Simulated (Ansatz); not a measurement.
# MgSc (Pm-3m): coupling and resistivity against added charge, part 3 of 4

How do λ and ρ of MgSc (Pm-3m) move with the band filling?

Ansatz 0.2.0; DFT PBEsol, scalar-relativistic, plane waves, PAW; PAW set soft_1.

So far, coupling constant λ: step 3 (electron–phonon run: q 2×2×2, k 6×6×6, scattering 12×12×12) 0.324; step 4 (added electrons per cell -0.2) 0.398; step 6 (added electrons per cell -0.4) 0.377. Also resistivity at 300 K (μΩ cm): step 3 29; step 4 35.9; step 6 45.8. The relaxed cell has a = 3.563 Å (conventional setting).

## Step 7: Resistivity: 0.4 electrons added a cell on a uniform background

Added charge moves the Fermi level through the bands.

Contents of input.yaml:

```yaml
crystal:
  lattice:
    - [3.5632219614, 0.0, 0.0]
    - [0.0, 3.5632219614, 0.0]
    - [0.0, 0.0, 3.5632219614]
  atoms:
    - { symbol: Mg, position: [0.0, 0.0, 0.0] }
    - { symbol: Sc, position: [0.5, 0.5, 0.5] }
total_charge: -0.4
kpoints:
  mp_grid: { grid: [6, 6, 6] }
hamiltonian:
  xc: pbesol
  pseudopotentials: { kind: paw, azcp: { folder: soft_1 }, xc_functional: pbe }
scf:
  occupations: { method: methfessel_paxton, width: 0.2 }
output:
  eigenvalues: true
phonons:
  method: dfpt
  qmesh: [2, 2, 2]
  temperatures: { t_max: 1000, t_step: 50 }
  qpath:
    path:
      - [[0.0, 0.0, 0.0], [0.0, 0.5, 0.0], [0.5, 0.5, 0.0], [0.0, 0.0, 0.0], [0.5, 0.5, 0.5], [0.0, 0.5, 0.0]]
      - [[0.5, 0.5, 0.5], [0.5, 0.5, 0.0]]
    npoints: 10
  electrical_resistivity:
    mesh: [12, 12, 12]
    temperatures: [20.0, 50.0, 77.0, 100.0, 150.0, 200.0, 300.0, 400.0, 600.0, 800.0]
```

The run is started by

```bash
$ ansatz run input.yaml --threads 4 --pin off --max-ram 12288MiB --backend cpu --events-out ev --progress --plain --runs-dir out
```

Numbers of over 12 decimals in the logs are rounded to 6 here.

The log of the run:

```text
[the first part of the log is left out]
  E_xc         = -113.798582
  E_vxc        = -142.316254  (∫ρ·V_xc dr)
  E_paw        = -1256.880556  (= ΣΔE_a)
  E_vpaw       = -214.416056  (= ΣTr[D̂ρ^β])
  E_aug_tail   = -0.000110  (compensation charges beyond the density's cutoff)
  E_ewald      = -1623.483455
  E_core_change = 0.187888  (= ΣΔE_core)
  E_smearing   = -0.000250  (= −TS)
  E_closure    = -0.000000  (closes the sum)
  E_deformation_potential = -5.783149  (in the stress; not in F)
  Σ components = -4020.410086   (vs F -4020.410086, Δ=0.00e0)
--- Band table (eV; the first three rows and the last of 20) ---
  k-point 0: bands = ["-67.1178", "-41.6424", "-34.0547", "-34.0547", "-34.0547", "-20.3295", "-20.3295", "-20.3295", "1.4551", "7.5166", "7.5166", "10.2352", "10.2352", "10.2352", "12.7851"]
  k-point 1: bands = ["-67.1178", "-41.6407", "-34.0559", "-34.0546", "-34.0546", "-20.3542", "-20.3275", "-20.3275", "1.8142", "7.3135", "7.6617", "9.8160", "9.8160", "10.2712", "11.6302"]
  k-point 2: bands = ["-67.1177", "-41.6373", "-34.0583", "-34.0544", "-34.0544", "-20.4032", "-20.3235", "-20.3235", "2.8435", "6.1673", "7.9912", "9.2417", "9.2417", "10.3449", "11.0260"]
  k-point 19: bands = ["-67.1172", "-41.6220", "-34.0588", "-34.0588", "-34.0588", "-20.4041", "-20.4041", "-20.4041", "6.5968", "6.5968", "6.5968", "10.5456", "10.5456", "10.5456", "10.7918"]
--- Phonons (Γ-DFPT): 2 representative perturbations + reference (Σ response iterations 8) ---
  ASR residual: 2.918e-5 → 0.000e0 eV/Å²; symmetrization residual: 3.871e-8 eV/Å²
  ASR residual per site (eV/Å²): 2.92e-5 8.36e-6
  Γ frequencies (cm⁻¹): 0.00 0.00 0.00 260.22 260.22 260.22
--- Phonons (arbitrary-q DFPT): 4 irreducible q on the 2×2×2 mesh ---
  q = [0.0000, 0.0000, 0.0000] (star 1, of the zone-centre solve; hermiticity 1.97e-8, symmetrization 2.02e-12): -0.00 -0.00 0.00 260.22 260.22 260.22
  q = [0.0000, 0.0000, -0.5000] (star 3, 4 solved perturbations in 208 linear systems a pass and spin channel, the states on 64 of 216 k-point pairs; hermiticity 4.39e-9, symmetrization 2.04e-9): 127.98 162.20 162.20 206.14 219.33 219.33
  q = [0.0000, -0.5000, -0.5000] (star 3, 4 solved perturbations in 208 linear systems a pass and spin channel, the states on 64 of 216 k-point pairs; hermiticity 5.16e-8, symmetrization 5.64e-13): 77.87 77.87 133.99 231.04 272.32 272.32
  q = [-0.5000, -0.5000, -0.5000] (star 1, 2 solved perturbations on 40 of 216 k-point pairs; hermiticity 8.84e-12, symmetrization 4.42e-12): 178.00 178.00 178.00 222.50 222.50 222.50
  sum rule: each row above includes the acoustic sum rule's correction from the zone centre's row sums; it moved no ω² by more than (0.57 cm⁻¹)²
  mesh force constants: q→R imaginary residual 2.88e-17; ASR residual 2.918e-5 → 0.000e0 eV/Å²; symmetrization residual 5.329e-15 eV/Å²
  interpolated dispersion: 62 rows × 6 modes
  density of states and harmonic sums: on the 18×18×18 q-mesh, interpolated from the force constants of a 2×2×2 supercell (no non-analytic term)
  largest difference from the sums on the solved wave vectors: F 8.20e-2 eV, S 1.14e-4 and C_V 3.17e-5 eV/K
  zero-point energy: 0.066729 eV/cell   skipped modes (ω ≤ 0): 6, of them read as no rigid motion or as one in doubt: 3 (6.173e-3 modes/cell left out, lowest -15.16 cm⁻¹)   left out of the sums: 1.11e-3 of the cell's modes: C_V's classical limit lies that fraction below 3 k_B per atom; for a crystal, a wire or a layer, F and S can be off by more, and a phonons.interpolated_qmesh denser along its periods is the remedy for the sampling
Error: electrical resistivity: the mode of lowest frequency at the wavevector [0.0000, 0.1667, 0.1667] is imaginary, -13.62 cm⁻¹ (written negative): every mode at the wavevectors of the force constants' own supercell is real, and this one is interpolated between them; take force constants of more repeats (phonons.supercell, under dfpt phonons.qmesh), or, with a block electrical_resistivity or superconductivity, name a file of force constants under which the crystal is stable (phonons.electron_phonon_force_constants)
The harmonic force constants that this run solved are whole in <dir>
```

Wall time 8.9 s (4 threads of Intel Xeon Platinum 8488C (Sapphire Rapids), shared host); peak memory 0.64 GiB.

The run ended with an error.

The program's message: “electrical resistivity: the mode of lowest frequency at the wavevector [0.0000, 0.1667, 0.1667] is imaginary, -13.62 cm⁻¹ (written negative): every mode at the wavevectors of the force constants' own …”

The run stops because a mode is imaginary on the scattering mesh, where no scattering rate is defined; denser k meshes, other smearings and, between solved wavevectors, finer q meshes show whether the instability is real.

## Step 8: Coupling and resistivity: 0.1 holes added a cell on a uniform background

Added charge moves the Fermi level through the bands.

Edit input.yaml of step 7 so:

```diff
@@ -8,3 +8,3 @@
     - { symbol: Sc, position: [0.5, 0.5, 0.5] }
-total_charge: -0.4
+total_charge: 0.1
 kpoints:
```

The log of the run:

```text
[...]
Crystal: 2 atoms, lattice volume = 45.241 Å³
Basis set: ecut = 420 eV, 895 PW (Γ), exchange–correlation on 48×48×48 points (8 copies of the dense FFT grid, shifted against one another)
Bands: 15, of which v1, the nominal top of the filled ones, is band 10 counted from 1 (9 counted from 0)
Symmetry: 48 space group operations
k-points: 20 of 216
[...]
SCF iter   1: F=—  HF=-4024.279607 eV  |F-HF|=—  |Δ(HF+E_count)|=         —  Δρ=1.59e-2  dr2=1.51e-1  ethr=3.10e-3  ⟨swp⟩=5.0  Hψ=1297  notcnv=0
[...]
SCF iter   8: F=-4024.258675 eV  HF=-4024.258675 eV  |F-HF|=8.64e-12  |Δ(HF+E_count)|=  1.37e-10  S|Δr|=    0.00e0  Δρ=1.68e-7  dr2=4.24e-12  ethr=1.00e-12  ⟨swp⟩=6.0  Hψ=1326  notcnv=0
the search or the solves at the SCF's close seem to have found levels that the self-consistency loop had missed (the run counts 1). By its estimate they hold under 1e-12 electrons; where the run keeps them, the occupations were computed again with them
SCF 1 converged in 8 iterations: F = -4024.258675 eV  dr2 = 4.24e-12
[...]
SCF iter   1: F=—  HF=-4024.279607 eV  |F-HF|=—  |Δ(HF+E_count)|=         —  Δρ=1.59e-2  dr2=1.51e-1  ethr=3.10e-3  ⟨swp⟩=5.0  Hψ=1297  notcnv=0
[...]
SCF iter   8: F=-4024.258675 eV  HF=-4024.258675 eV  |F-HF|=8.64e-12  |Δ(HF+E_count)|=  1.31e-10  S|Δr|=    0.00e0  Δρ=1.68e-7  dr2=4.23e-12  ethr=1.00e-12  ⟨swp⟩=3.2  Hψ=819  notcnv=0
SCF 2 converged in 8 iterations: F = -4024.258675 eV  dr2 = 4.23e-12
[...]
SCF converged after 8 iterations
[...]
Free energy (F): -4024.258675 eV
[...]
Internal energy: -4024.255162 eV  (E = F + TS)
E sigma→0 (E₀):  -4024.257797 eV
Entropy (-TS):   -0.003514 eV (-1.757 meV/atom)
Fermi energy:    7.608337 eV
[...]
--- Band table (eV; the first three rows and the last of 20) ---
  k-point 0: bands = [... 6 lower, -20.5939, -20.5939, 1.6909, 7.5285, 7.5285, 10.0895, 10.0895, 10.0895, ... 1 higher]
  k-point 1: bands = [... 6 lower, -20.5920, -20.5920, 2.0493, 7.3746, 7.6636, 9.7164, 9.7164, 10.1226, ... 1 higher]
  k-point 2: bands = [... 6 lower, -20.5882, -20.5882, 3.0758, 6.3443, 7.9667, 9.1790, 9.1790, 10.1902, ... 1 higher]
  k-point 19: bands = [... 6 lower, -20.6653, -20.6653, 6.7014, 6.7014, 6.7014, 10.7328, 10.7328, 10.7328, ... 1 higher]
[...]
ASR residual: 2.494e-4 → 0.000e0 eV/Å²; symmetrization residual: 2.887e-8 eV/Å²
  ASR residual per site (eV/Å²): 2.49e-4 2.19e-5
  Γ frequencies (cm⁻¹): 0.00 0.00 0.00 267.77 267.77 267.77
--- Phonons (arbitrary-q DFPT): 4 irreducible q on the 2×2×2 mesh ---
[...]
interpolated dispersion: 62 rows × 6 modes
[...]
--- Electrical resistivity: potentials and phonons of a 2×2×2 supercell ---
[...]
at the Fermi level of each mesh (of a tensor a third of its trace):
[...]
12×12×12                     1.6069              3.8992    0.3819    0.4773          16.729
          6×6×6                     1.6260              2.9774    0.3454    0.4669          16.565
          3×3×3                     6.5811              3.1216    1.1969    2.0580          21.900
  resistivity on the deck's mesh, µΩ·cm:
[...]
20.00     5.7832e-2              no     5.7832e-2     5.7832e-2     5.7832e-2       1.0882e-1         6.4933e-2
     50.00      1.6084e0              no      1.6084e0      1.6084e0      1.6084e0        2.0305e0          1.5376e0
     77.00      4.5022e0              no      4.5022e0      4.5022e0      4.5022e0        5.1157e0          4.2303e0
    100.00      7.4532e0              no      7.4532e0      7.4532e0      7.4532e0        8.1120e0          6.9709e0
    150.00      1.4083e1              no      1.4083e1      1.4083e1      1.4083e1        1.4726e1          1.3112e1
    200.00      2.0403e1              no      2.0403e1      2.0403e1      2.0403e1        2.1096e1          1.8957e1
    300.00      3.2228e1              no      3.2228e1      3.2228e1      3.2228e1        3.3237e1          2.9880e1
    400.00      4.3502e1              no      4.3502e1      4.3502e1      4.3502e1        4.4965e1          4.0290e1
    600.00      6.5101e1              no      6.5101e1      6.5101e1      6.5101e1        6.7774e1          6.0261e1
    800.00      8.5253e1              no      8.5252e1      8.5253e1      8.5253e1        8.9668e1          7.9037e1
[...]
vibrations of 8 cells: unjudged by the run; compare a larger repeat
[...]
```

Run time: 17 s. Hardware: 4 threads; peak memory 0.72 GiB.

This step gave:

| Property | Result |
| --- | --- |
| zero point energy | 0.06649 eV/cell |
| highest frequency, solved or plainly interpolated | 267.8 cm⁻¹ |
| Debye temperature (second moment) | 351 K |
| resistivity at 300 K | 32.23 μΩ cm |
| coupling constant λ | 0.3819 |
| density of states at the Fermi level | 1.607 states/eV a spin and cell |
| log mean phonon energy ħω_log | 16.73 meV |
| transport coupling constant λ_tr | 0.4773, 0.4773, 0.4773 (xx, yy, zz) |
| Drude plasma energy | 3.899, 3.899, 3.899 eV (xx, yy, zz) |
| resistivity times mean free path | 11.01, 11.01, 11.01 × 10⁻¹⁶ Ω m² (xx, yy, zz) |
| second-moment phonon energy ħω₂ | 20.36 meV, from the broadened α²F curve |
| coupling λ by branch | 0.132, 0.061, 0.0594, 0.0391, 0.0371, 0.0533 (branches by rank of frequency) |

Some points of the scattering mesh along the symmetry lines, up to three branches each (those of largest λ), at most 39 rows; the frequencies are those of the scattering step, which can differ from the solved and plainly interpolated ones; single rows converge slowly. Mode couplings:

| q1 | q2 | q3 | branch | ħω (meV) | λ_q | half width (meV) |
| --- | --- | --- | --- | --- | --- | --- |
| 0 | 0.3333 | 0 | 1 | 15.17 | 0.574 | 0.666 |
| 0 | 0.3333 | 0 | 2 | 16.37 | 0.016 | 0.0217 |
| 0 | 0.3333 | 0 | 4 | 29.13 | 0.0521 | 0.223 |
| 0.1667 | 0.5 | 0 | 1 | 16.71 | 0.223 | 0.314 |
| 0.1667 | 0.5 | 0 | 4 | 27.87 | 0.0427 | 0.168 |
| 0.1667 | 0.5 | 0 | 6 | 28.6 | 0.0557 | 0.23 |
| 0.5 | 0.5 | 0 | 1 | 7.74 | 0.252 | 0.0763 |
| 0.5 | 0.5 | 0 | 2 | 7.74 | 0.252 | 0.0763 |
| 0.5 | 0.5 | 0 | 5 | 29.8 | 0.105 | 0.472 |
| 0.1667 | 0.1667 | 0 | 1 | 5.8 | 0.244 | 0.0414 |
| 0.1667 | 0.1667 | 0 | 2 | 11.66 | 0.0656 | 0.0451 |
| 0.1667 | 0.1667 | 0 | 3 | 14.5 | 0.145 | 0.154 |
| 0.25 | 0.25 | 0.25 | 1 | 13.52 | 0.0394 | 0.0364 |
| 0.25 | 0.25 | 0.25 | 3 | 18.84 | 0.0782 | 0.14 |
| 0.25 | 0.25 | 0.25 | 4 | 27.26 | 0.0778 | 0.292 |
| 0.4167 | 0.5 | 0.4167 | 4 | 26.81 | 0.049 | 0.178 |
| 0.4167 | 0.5 | 0.4167 | 5 | 27.66 | 0.052 | 0.201 |
| 0.4167 | 0.5 | 0.4167 | 6 | 27.88 | 0.0534 | 0.21 |
| 0.0833 | 0.5 | 0.0833 | 1 | 18.04 | 0.249 | 0.409 |
| 0.0833 | 0.5 | 0.0833 | 4 | 27.27 | 0.0303 | 0.114 |
| 0.0833 | 0.5 | 0.0833 | 6 | 28.47 | 0.0237 | 0.097 |
| 0.5 | 0.5 | 0.3333 | 4 | 27.38 | 0.0323 | 0.122 |
| 0.5 | 0.5 | 0.3333 | 5 | 28.24 | 0.0553 | 0.223 |
| 0.5 | 0.5 | 0.3333 | 6 | 28.24 | 0.0553 | 0.223 |
| 0.5 | 0.5 | 0 | 1 | 7.74 | 0.252 | 0.0763 |
| 0.5 | 0.5 | 0 | 2 | 7.74 | 0.252 | 0.0763 |
| 0.5 | 0.5 | 0 | 5 | 29.8 | 0.105 | 0.472 |

By its own test the run is not converged in the mesh. λ = 0.382 and 32.2 μΩ cm at 300 K, against 0.324 and 29 in the neutral cell (+18.0 % and +11.1 %). N(E_F) moves by +26.8 % and the coupling-weighted phonon energy by -0.5 %; λ goes as N/ω², which would give +28.1 % if the matrix elements stayed. The run's own test puts 51 % between its two finest meshes on the component of the resistivity at 300 K that moves most, more than that change; on the next coarser mesh the mean ρ changes by +7.6 % between the two runs, against +11.1 % on the finest. By the run's own test λ moves by 10 % between its two finest scattering meshes.

[end of part 3 of 4]

[Logs are printed without paths, hosts, clocks, repeated set-up lines and the standing remarks that a program may print on its own settings, such as how far it seeks lower states.]

[Hosts, paths, dates, database ids (printed as entryN), source tags and the programs' standing remarks are cut or masked in the printed files.]
